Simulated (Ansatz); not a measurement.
# Tl2Se (model cell, started as antifluorite): a soft mode frozen in, part 2 of 2

Wanted: the energy along a soft mode of Tl2Se (model cell, started as antifluorite) and the structure at the end.

Ansatz 0.2.0; DFT PBE, scalar-relativistic, plane waves, PAW.

So far, highest frequency on the path or at a solved wavevector (cm⁻¹): step 2 (phonons on a q mesh) 103. Also lowest frequency on the path (cm⁻¹): step 2 -36.3.

The structure was built from a prototype and need not be the compound's stable phase.

## Step 6: Relaxing from the distorted cell

Starting from the lowest point found, all atoms and the cell are let go, so that strain and other modes of the same symmetry can join in.

Input file input.yaml:

```yaml
crystal:
  lattice:
    - [0.0, -3.7870920244, -3.7870920244]
    - [0.0, 3.7870920244, -3.7870920244]
    - [7.5741840488, 0.0, 0.0]
  atoms:
    - { symbol: Se, position: [0.5422487753, 0.5422487753, 0.5] }
    - { symbol: Se, position: [-0.0422487753, -0.0422487753, 0.0] }
    - { symbol: Tl, position: [0.0092017125, 0.4907982875, 0.75] }
    - { symbol: Tl, position: [0.4907982875, 0.0092017125, 0.25] }
    - { symbol: Tl, position: [1.0092017125, 0.4907982875, 0.25] }
    - { symbol: Tl, position: [0.4907982875, 0.0092017125, 0.75] }
kpoints:
  mp_grid: { grid: [6, 6, 4] }
hamiltonian:
  xc: pbe
scf:
  occupations: { method: gaussian, width: 0.02 }
output:
  forces: true
  stress: true
  eigenvalues: true
relax:
  adjacent_minimum: "off"
  f_tol: 0.002
  max_steps: 120
  cell: { stress_tol: 0.03 }
```

Launch:

```bash
> ansatz run input.yaml --threads 4 --pin off --max-ram 7168MiB --backend cpu --events-out ev --progress --plain --runs-dir out
```

Numbers of over 12 decimals in the logs are rounded to 6 here.

Output:

```text
[...]
Crystal: 6 atoms, lattice volume = 217.259 Å³
Basis set: ecut = 420 eV, 4209 PW (Γ), exchange–correlation on 72×72×108 points (8 copies of the dense FFT grid, shifted against one another)
Bands: 51, of which v1, the nominal top of the filled ones, is band 42 counted from 1 (41 counted from 0)
Symmetry: 8 space group operations
[...]
k-points: 39 of 144
[...]
SCF iter   1: F=—  HF=-56716.633131 eV  |F-HF|=—  |Δ(HF+E_count)|=         —  Δρ=7.27e-4  dr2=1.49e-3  ethr=1.77e-3  ⟨swp⟩=6.3  Hψ=7218  notcnv=0  defer=1
[...]
SCF iter   7: F=-56716.631657 eV  HF=-56716.631657 eV  |F-HF|=5.55e-8  |Δ(HF+E_count)|=   1.33e-6  Δρ=3.21e-6  dr2=3.46e-8  ethr=1.19e-10  ⟨swp⟩=7.4  Hψ=9246  notcnv=0
SCF 1 converged in 7 iterations: F = -56716.631657 eV  dr2 = 3.46e-8
[...]
relax step   1: F+E_penalty+E_count = -56716.63165687 eV  Δ(F+E_penalty+E_count) = +0.000e0 eV  max|allowed force component| = 3.667e-2 eV/Å  Δτ_max = 0.0000 Å  P = +0.062 GPa  Ω = 217.259 Å³  (7 SCF iters, dr2 threshold 1.00e-7 eV, accepted)
Crystal: 6 atoms, lattice volume = 217.638 Å³
[...]
SCF iter   6: F=-56716.634346 eV  HF=-56716.634346 eV  |F-HF|=2.64e-8  |Δ(HF+E_count)|=   3.56e-8  Δρ=2.03e-6  dr2=1.55e-8  ethr=1.31e-10  ⟨swp⟩=4.5  Hψ=6096  notcnv=0
SCF 2 converged in 6 iterations: F = -56716.634346 eV  dr2 = 1.55e-8
relax step   2: F+E_penalty+E_count = -56716.63434572 eV  Δ(F+E_penalty+E_count) = -2.689e-3 eV  max|allowed force component| = 1.300e-2 eV/Å  Δτ_max = 0.0109 Å  P = -0.003 GPa  Ω = 217.638 Å³  energy of the carried Pulay correction = -5.890e-5 eV  (6 SCF iters, dr2 threshold 1.10e-7 eV, accepted)
Crystal: 6 atoms, lattice volume = 217.815 Å³
Basis set: ecut = 420 eV, 4225 PW (Γ), exchange–correlation on 72×72×108 points (8 copies of the dense FFT grid, shifted against one another)
[...]
SCF iter   6: F=-56716.636981 eV  HF=-56716.636981 eV  |F-HF|=6.22e-8  |Δ(HF+E_count)|=   6.89e-8  Δρ=3.83e-6  dr2=5.13e-8  ethr=8.85e-11  ⟨swp⟩=3.4  Hψ=8889  notcnv=0
SCF 3 converged in 6 iterations: F = -56716.636981 eV  dr2 = 5.13e-8
relax step   3: F+E_penalty+E_count = -56716.63698097 eV  Δ(F+E_penalty+E_count) = -2.635e-3 eV  max|allowed force component| = 1.958e-2 eV/Å  Δτ_max = 0.0149 Å  P = -0.039 GPa  Ω = 217.815 Å³  energy of the carried Pulay correction = -8.636e-5 eV  (6 SCF iters, dr2 threshold 7.43e-8 eV, accepted)
[...]
relax step   4: F+E_penalty+E_count = -56716.63724355 eV  Δ(F+E_penalty+E_count) = -2.626e-4 eV  max|allowed force component| = 1.251e-2 eV/Å  Δτ_max = 0.0104 Å  P = -0.037 GPa  Ω = 217.888 Å³  energy of the carried Pulay correction = -9.760e-5 eV  (6 SCF iters, dr2 threshold 2.40e-8 eV, accepted)
[...]
relax step   5: F+E_penalty+E_count = -56716.63742698 eV  Δ(F+E_penalty+E_count) = -1.834e-4 eV  max|allowed force component| = 1.145e-2 eV/Å  Δτ_max = 0.0104 Å  P = +0.046 GPa  Ω = 217.431 Å³  energy of the carried Pulay correction = -2.677e-5 eV  (7 SCF iters, dr2 threshold 9.77e-9 eV, accepted)
[...]
relax step   6: F+E_penalty+E_count = -56716.63751889 eV  Δ(F+E_penalty+E_count) = -9.191e-5 eV  max|allowed force component| = 7.514e-4 eV/Å  Δτ_max = 0.0030 Å  P = -0.002 GPa  Ω = 217.802 Å³  energy of the carried Pulay correction = -8.438e-5 eV  (6 SCF iters, dr2 threshold 1.32e-8 eV, accepted)
[...]
SCF iter   7: F=-56716.637615 eV  HF=-56716.637615 eV  |F-HF|=1.16e-10  |Δ(HF+E_count)|=  4.22e-10  Δρ=6.86e-8  dr2=8.27e-12  ethr=1.00e-12  ⟨swp⟩=4.1  Hψ=8987  notcnv=0
SCF 7 converged in 7 iterations: F = -56716.637615 eV  dr2 = 8.27e-12
relax step   7: F+E_penalty+E_count = -56716.63761498 eV  Δ(F+E_penalty+E_count) = -9.609e-5 eV  max|allowed force component| = 7.693e-4 eV/Å  Δτ_max = 0.0000 Å  P = -0.003 GPa  Ω = 217.802 Å³  stress off target by 5.57e-3 GPa  SCF on the basis re-selected at this cell (its energy is not comparable with the rows above)  (7 SCF iters)
basis re-selected at this cell: Δ(F+E_penalty+E_count) = -9.609e-5 eV, ΔP = -0.001 GPa vs the last step (what re-selecting the basis moved, of the pressure what is left beyond the Pulay correction that the steps carried, after the strain that the cell walked since its last selection, with what the two solves' SCF thresholds leave and, on support functions, any second-order correction that the steps lacked; it is no m [...]
SCF converged after 7 iterations
Free energy (F): -56716.637615 eV
[...]
Internal energy: -56716.637458 eV  (E = F + TS)
E sigma→0 (E₀):  -56716.637537 eV
Entropy (-TS):   -0.000157 eV (-0.026 meV/atom)
Fermi energy:    6.344915 eV
[...]
--- Forces (eV/Å), atoms counted from 1 ---
  atom   1  Se     0.00000000    -0.00000000    -0.00022823
  atom   2  Se    -0.00000000     0.00000000     0.00022823
  atom   3  Tl     0.00000000    -0.00076929     0.00000000
  atom   4  Tl    -0.00000000     0.00076929     0.00000000
  atom   5  Tl     0.00000000    -0.00076929     0.00000000
  atom   6  Tl     0.00000000     0.00076929     0.00000000
  max |Σ_I F_I| component: 2.71e-20 eV/Å
--- Stress (GPa, compression-positive) ---
       -0.003078       0.000000      -0.000000
        0.000000       0.000797      -0.000000
       -0.000000      -0.000000      -0.005572
  P = ⅓ Tr σ = -0.0026 GPa (-0.026 kbar)
--- Band table (eV; the first three rows and the last of 39) ---
  k-point 0: bands = [... 38 lower, 4.6501, 4.6563, 4.8776, 5.9740, 6.1045, 7.3450, 7.5741, 8.1879, ... 5 higher]
  k-point 1: bands = [... 38 lower, 4.4290, 4.6398, 4.8156, 5.5002, 6.9947, 7.8673, 7.9567, 8.2137, ... 5 higher]
  k-point 2: bands = [... 38 lower, 4.1708, 4.1708, 5.1650, 5.1650, 8.3031, 8.3031, 8.4688, 8.4688, ... 5 higher]
  k-point 38: bands = [... 38 lower, 5.1688, 5.1688, 5.4138, 5.4138, 7.1285, 7.1285, 8.3707, 8.3707, ... 5 higher]
--- Relaxed structure (6 steps of the walk, 6 accepted, 1 SCFs on fresh bases) ---
  F+E_penalty+E_count = -56716.63761498 eV   max|allowed force component| = 7.693e-4 eV/Å   (the final SCF, on the basis selected at the relaxed cell)
  cell:  # Å, volume = 217.8023 Å³
    - [0.0, -3.729837, -3.842472]
    - [0.0, 3.729837, -3.842472]
    - [7.598571, 0.0, 0.0]
  atoms:
    - { symbol: Se, position: [0.547403, 0.547403, 0.5] }
    - { symbol: Se, position: [-0.047403, -0.047403, 0] }
    - { symbol: Tl, position: [0.012609, 0.487391, 0.75] }
    - { symbol: Tl, position: [0.487391, 0.012609, 0.25] }
    - { symbol: Tl, position: [1.012609, 0.487391, 0.25] }
    - { symbol: Tl, position: [0.487391, 0.012609, 0.75] }
```

Run time: 39 s. Hardware: 4 threads of Arm Neoverse V2, shared host; peak memory 0.77 GiB.

Step by step:

```tsv
step	energy less that of the first step (eV)	largest force component (eV/Å)	pressure (GPa)	volume (Å³)
1	0.0000	0.0367	0.06	217.26
2	-0.0027	0.0130	0.00	217.64
3	-0.0053	0.0196	-0.04	217.82
4	-0.0056	0.0125	-0.04	217.89
5	-0.0058	0.0115	0.05	217.43
6	-0.0059	0.0008	0.00	217.80
7*	-0.0060	0.0008	0.00	217.80
```

Relaxation steps marked * repeat the geometry before them on a plane-wave basis chosen anew for their cell, so energy and pressure can jump there.

Forces are held to the 8 operations that the run works with; a distortion that breaks them can't arise in this run.

```tsv
conventional cell, symmetrised	before	after	change
a (Å)	7.574	7.460	-1.5 %
b (Å)	7.574	7.685	+1.5 %
c (Å)	7.574	7.599	+0.3 %
volume (Å³/atom)	36.21	36.30	+0.3 %
```

The atoms that moved most (Å, as changes of fractional coordinates times the final cell):

```tsv
atom	dx	dy	dz	length
Se1	0.000	0.000	-0.040	0.040
Se2	0.000	0.000	0.040	0.040
Tl5	0.000	-0.025	0.000	0.025
Tl4	0.000	0.025	0.000	0.025
Tl3	0.000	-0.025	0.000	0.025
Tl6	0.000	0.025	0.000	0.025
```

The relaxed structure:

```xyz
6
Lattice="0.0000 -3.7298 -3.8425 0.0000 3.7298 -3.8425 7.5986 0.0000 0.0000" Properties=species:S:1:pos:R:3 pbc="T T T"
Se    3.7993    0.0000   -4.2068
Se    0.0000    0.0000    0.3643
Tl    5.6989    1.7709   -1.9212
Tl    1.8996   -1.7709   -1.9212
Tl    1.8996   -1.9590   -5.7637
Tl    5.6989   -1.7709   -1.9212
```

This step gave:

```
pressure        : -0.002618 GPa
volume per atom : 36.30 Å³
```

The distorted start has space group Cmcm; the relaxation ends in Cmcm.

## Step 7: The new phase in its own primitive cell

The relaxed structure is symmetrised, reduced to its primitive cell and relaxed tightly, as its phonons need.

input.yaml, the sections that differ from step 6:

```yaml
crystal:
  lattice:
    - [3.7298371729, -3.8424715916, 0.0]
    - [3.7298371729, 3.8424715916, 0.0]
    - [0.0, 0.0, 7.5985710736]
  atoms:
    - { symbol: Se, position: [0.202596864, 0.797403136, 0.25] }
    - { symbol: Se, position: [0.797403136, 0.202596864, 0.75] }
    - { symbol: Tl, position: [0.2626093563, 0.2626093563, 0.5] }
    - { symbol: Tl, position: [0.7373906437, 0.7373906437, 0.0] }
    - { symbol: Tl, position: [0.2626093563, 0.2626093563, 0.0] }
    - { symbol: Tl, position: [0.7373906437, 0.7373906437, 0.5] }
relax:
  adjacent_minimum: "off"
  f_tol: 0.001
  max_steps: 60
  cell: { stress_tol: 0.01 }
# kpoints, hamiltonian, scf, output: as in step 6
```

Output:

```text
[...]
Crystal: 6 atoms, lattice volume = 217.802 Å³
Basis set: ecut = 420 eV, 4233 PW (Γ), exchange–correlation on 72×72×108 points (8 copies of the dense FFT grid, shifted against one another)
Bands: 51, of which v1, the nominal top of the filled ones, is band 42 counted from 1 (41 counted from 0)
Symmetry: 8 space group operations
[...]
k-points: 39 of 144
[...]
cell:  # Å, volume = 217.8023 Å³
    - [3.7298371729, -3.8424715916, 0.0]
    - [3.7298371729, 3.8424715916, 0.0]
    - [0.0, 0.0, 7.5985710736]
  atoms:
    - { symbol: Se, position: [0.202597, 0.797403136, 0.25] }
    - { symbol: Se, position: [0.797403136, 0.202597, 0.750000] }
    - { symbol: Tl, position: [0.262609, 0.262609, 0.5] }
    - { symbol: Tl, position: [0.737391, 0.737391, 0.0] }
    - { symbol: Tl, position: [0.262609, 0.262609, 0.0] }
    - { symbol: Tl, position: [0.737391, 0.737391, 0.5] }
[key lines of the parts left out:]
SCF converged after 7 iterations
Free energy (F): -56716.637615 eV
Fermi energy:    6.344915 eV
P = ⅓ Tr σ = -0.0026 GPa (-0.026 kbar)
```

It took 12 s on 4 threads; peak memory 0.76 GiB; 46 s of CPU time.

Little changed from the start: no atom moved by 0.005 Å and no cell edge by 0.1 %.

Numbers from this step:

```yaml
pressure: -0.002617 GPa
```

The largest force component left is 0.77 meV/Å and the pressure is -0.003 GPa, within the tolerances set. The cell now holds 36.30 Å³/atom.

## Step 8: Modes of the new phase, k-mesh 6×6×4

A relaxed structure may still be a saddle point, so its zone-centre modes are computed. No field response is asked, since the mesh shows no gap.

input.yaml: that of step 7 with these lines changed.

```diff
@@ -19,9 +19,4 @@
 output:
-  forces: true
-  stress: true
   eigenvalues: true
-relax:
-  adjacent_minimum: "off"
-  f_tol: 0.001
-  max_steps: 60
-  cell: { stress_tol: 0.01 }
+phonons:
+  method: dfpt
```

Output:

```text
[...]
Crystal: 6 atoms, lattice volume = 217.802 Å³
Basis set: ecut = 420 eV, 4233 PW (Γ), exchange–correlation on 72×72×108 points (8 copies of the dense FFT grid, shifted against one another)
Bands: 51, of which v1, the nominal top of the filled ones, is band 42 counted from 1 (41 counted from 0)
Symmetry: 8 space group operations
k-points: 76 of 144 (irreducible under 1 space group operation, time reversal used)
[...]
SCF iter   1: F=—  HF=-56716.639036 eV  |F-HF|=—  |Δ(HF+E_count)|=         —  Δρ=7.33e-4  dr2=1.65e-3  ethr=1.77e-3  ⟨swp⟩=6.6  Hψ=14549  notcnv=0  defer=3
[...]
SCF iter  10: F=-56716.637615 eV  HF=-56716.637615 eV  |F-HF|=5.09e-11  |Δ(HF+E_count)|=  2.18e-10  Δρ=5.05e-8  dr2=8.08e-12  ethr=1.00e-12  ⟨swp⟩=8.3  Hψ=20542  notcnv=0
SCF 1 converged in 10 iterations: F = -56716.637615 eV  dr2 = 8.08e-12
[...]
DFPT response loops at Γ: preconditioner auto → Kerker (q_TF=auto, 2.328 Å⁻¹) (partly filled bands, converged f_vac=0.121); β = 1.00, the filter's whole step (`scf.mixing.beta` (0.50) is not read by the response loops under this deck's `scf.mixing.preconditioner`; to damp them name `kerker` or `kerker_dos`, under which they read `scf.mixing.beta`, and type it under 1.00, their step now; both keys bind the ground state too); Broyden in place of MSR1
SCF converged after 10 iterations
Free energy (F): -56716.637615 eV
[...]
Internal energy: -56716.637458 eV  (E = F + TS)
E sigma→0 (E₀):  -56716.637537 eV
Entropy (-TS):   -0.000157 eV (-0.026 meV/atom)
Fermi energy:    6.344915 eV
[...]
--- Band table (eV; the first three rows and the last of 76) ---
  k-point 0: bands = [... 38 lower, 4.6501, 4.6563, 4.8776, 5.9740, 6.1045, 7.3450, 7.5741, 8.1879, ... 5 higher]
  k-point 1: bands = [... 38 lower, 4.4290, 4.6398, 4.8156, 5.5002, 6.9947, 7.8673, 7.9567, 8.2137, ... 5 higher]
  k-point 2: bands = [... 38 lower, 4.1708, 4.1708, 5.1650, 5.1650, 8.3031, 8.3031, 8.4688, 8.4688, ... 5 higher]
  k-point 75: bands = [... 38 lower, 5.1688, 5.1688, 5.4138, 5.4138, 7.1285, 7.1285, 8.3707, 8.3707, ... 5 higher]
--- Phonons (Γ-DFPT): 6 representative perturbations + reference, on 76 of 144 k-points (Σ response iterations 19) ---
  k mesh reduced under 1 symmetry operation, with k and −k counted as one. Each operation leaves every solved perturbation unchanged. A smaller set is not used because it would not reduce the number of displacements times k-points to solve
  ASR residual: 5.143e-5 → 0.000e0 eV/Å²; symmetrization residual: 4.015e-5 eV/Å²
  ASR residual per site (eV/Å²): 5.14e-5 5.14e-5 2.85e-5 2.85e-5 2.85e-5 2.85e-5
  Γ frequencies (cm⁻¹): -24.94 0.00 0.00 0.00 28.07 29.18 33.67 39.34 47.02 50.07 54.99 60.73 72.42 73.39 82.00 85.46 86.86 109.88
  non-analytic LO–TO correction: not included (Born effective charges unavailable; polar crystals: no LO–TO splitting at Γ)
```

It took 2.3 min on 4 threads; peak memory 2.6 GiB.

This step gave:

- sum-rule residual before enforcement: 5.14e-5 eV/Å²
- point group: mmm
- highest optical mode at the zone centre (no LO-TO term): 109.9 cm⁻¹
- lowest optical zone-centre mode: -24.94 cm⁻¹

Without the LO-TO term. Patterns of degenerate modes are one choice out of their space. The modes at Γ (shares of kinetic energy by element, %) (negative means imaginary):

```tsv
mode	frequency (cm⁻¹)	symmetry	Se %	Tl %
1	-24.9	B1g	65	35
2	0.0	acoustic	16	84
3	0.0	acoustic	16	84
4	0.0	acoustic	16	84
5	28.1	B2g	0	100
6	29.2	B1u	1	99
7	33.7	Au	0	100
8	39.3	Ag	62	38
9	47.0	B1g	0	100
10	50.1	B2g	0	100
11	55.0	B3g	5	95
12	60.7	B2u	9	91
13	72.4	B1g	35	65
14	73.4	Ag	38	62
15	82.0	B1u	83	17
16	85.5	B2u	75	25
17	86.9	B3u	84	16
18	109.9	B3g	95	5
```

Displacements in mode 1 (-24.9 cm⁻¹), the largest set to 1:
```
Se1  1.00  0.00  0.00
Se2 -1.00  0.00  0.00
Tl3  0.00  0.26  0.19
Tl4  0.00 -0.26  0.19
Tl5  0.00  0.26 -0.19
Tl6  0.00 -0.26 -0.19
```

Displacements in mode 13 (72.4 cm⁻¹), the largest set to 1:
```
Se1  1.00  0.00  0.00
Se2 -1.00  0.00  0.00
Tl3  0.00 -0.45 -0.40
Tl4  0.00  0.45 -0.40
Tl5  0.00 -0.45  0.40
Tl6  0.00  0.45  0.40
```

Before it was imposed, the acoustic sum rule was missed by 5.1e-5 eV/Å². Small misses are needed for a sound result but don't prove that mesh and cutoff are converged. The lowest optical mode is imaginary, 24.9i cm⁻¹, so the energy falls along it.

## Step 9: Results

| Item | Value |
| --- | --- |
| unstable mode of the parent | q = (0, -0.5, -0.5), 36i cm⁻¹ |
| depth at the lowest point sampled | 3.48 meV/atom |
| largest atomic shift at that point | 0.32 Å |
| space group reached (within 0.01 Å) | Cmcm |
| energy gained over the parent (first relaxation, on the mesh of the frozen mode) | 4.47 meV/atom |
| volume per atom, phase reached | 36.3 Å³ |
| lowest optical zone-centre mode, phase reached | -24.9 cm⁻¹ |
| highest optical mode at the zone centre (no LO-TO term), phase reached | 110 cm⁻¹ |

Along this mode the structure falls into Cmcm, 4.47 meV/atom below the parent. At the parent's cell the well is 3.479 meV/atom deep on the steps tried, with its lowest point at a shift of 0.32 Å. Relaxing atoms and cell changes the gain by +0.99 meV/atom against the lowest step (energies at zero smearing). The new phase still has an imaginary mode at the zone centre of its cell, so it is a saddle point on the way to a lower structure. Of the 3 patterns followed to their end from this parent, this one ends 38.4 meV/atom above the lowest, Pmmn. Each path keeps the symmetry of its pattern, so a lower phase may lie along a pattern not tried. With no gap, or one that is small against the smearing, the frequencies hang on the k mesh and the smearing, most of all near Kohn anomalies. Where the field response was not run the interpolation lacks the dipole term, so the LO-TO splitting is missing from branches, density of states and sums. Spin-orbit coupling is left out, which can matter for the heavy elements here. The starting cell was built on a prototype and not taken from a measurement, so the phase need not exist.

[Logs are printed without paths, hosts, clocks, repeated set-up lines and the standing remarks that a program may print on its own settings, such as how far it seeks lower states.]

[Hosts, paths, dates, database ids (printed as entryN), source tags and the programs' standing remarks are cut or masked in the printed files.]
